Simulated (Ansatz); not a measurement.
Planning a run of Ansatz 0.2.0 on SrLi2SnS4 (I-42m). The input:

```yaml
crystal:
  lattice:
    - [-3.3295, 3.3295, 3.959]
    - [3.3295, -3.3295, 3.959]
    - [3.3295, 3.3295, -3.959]
  atoms:
    - { symbol: Li, position: [0.25, 0.75, 0.5] }
    - { symbol: Li, position: [0.75, 0.25, 0.5] }
    - { symbol: Sr, position: [0.5, 0.5, 0.0] }
    - { symbol: Sn, position: [0.0, 0.0, 0.0] }
    - { symbol: S, position: [0.03526, 0.03526, 0.4132] }
    - { symbol: S, position: [0.96474, 0.37794, 0.0] }
    - { symbol: S, position: [0.62206, 0.62206, 0.5868] }
    - { symbol: S, position: [0.37794, 0.96474, 0.0] }
kpoints:
  mp_grid: { grid: [4, 4, 4] }
hamiltonian:
  xc: pbe
  pseudopotentials: { kind: paw, azcp: { folder: soft_1 } }
scf:
  occupations: { method: fixed }
gw:
  n_empty_bands: 398
  ecut_chi: 300
  qp_bands: [v2, c2]
  qp_kpoints: band_edges
  screening: { model: contour_deformation }
```

```sh
ansatz run input.yaml --threads 2 --pin off --max-ram 92160MiB --backend cuda --events-out ev --progress --plain --runs-dir out --devices 1 --max-vram 13GiB
```

Q: How long will it take on 1 × NVIDIA H100 80GB HBM3 (shared by 6 runs) with 2 threads of AMD EPYC 7R13 (Zen 3), shared host, and how much memory?

It took 64 s; on shared hardware allow 32 s to 2.1 min. Peak host memory was 9.9 GiB. The sizes that set the cost: 3445 plane waves a state, 13 irreducible k points, 425 bands summed, 2075 plane waves in the screening and 8 SCF cycles.

The screening grows as filled bands × empty bands × pairs of k points, times the square of the screening basis for the matrix.

[Paths, hosts, dates, memory and timing lines, banners, echoed tables and standing remarks are left out of the program output.]

[Logs are printed without paths, hosts, clocks, repeated set-up lines and the standing remarks that a program may print on its own settings, such as how far it seeks lower states.]

[Runs of the session that timed out or met a known fault of the program may be left out.]

[Cells called generated may have been cut or substituted from an entry of the Crystallography Open Database or the Materials Project.]

[Hosts, paths, dates, database ids (printed as entryN), source tags and the programs' standing remarks are cut or masked in the printed files.]
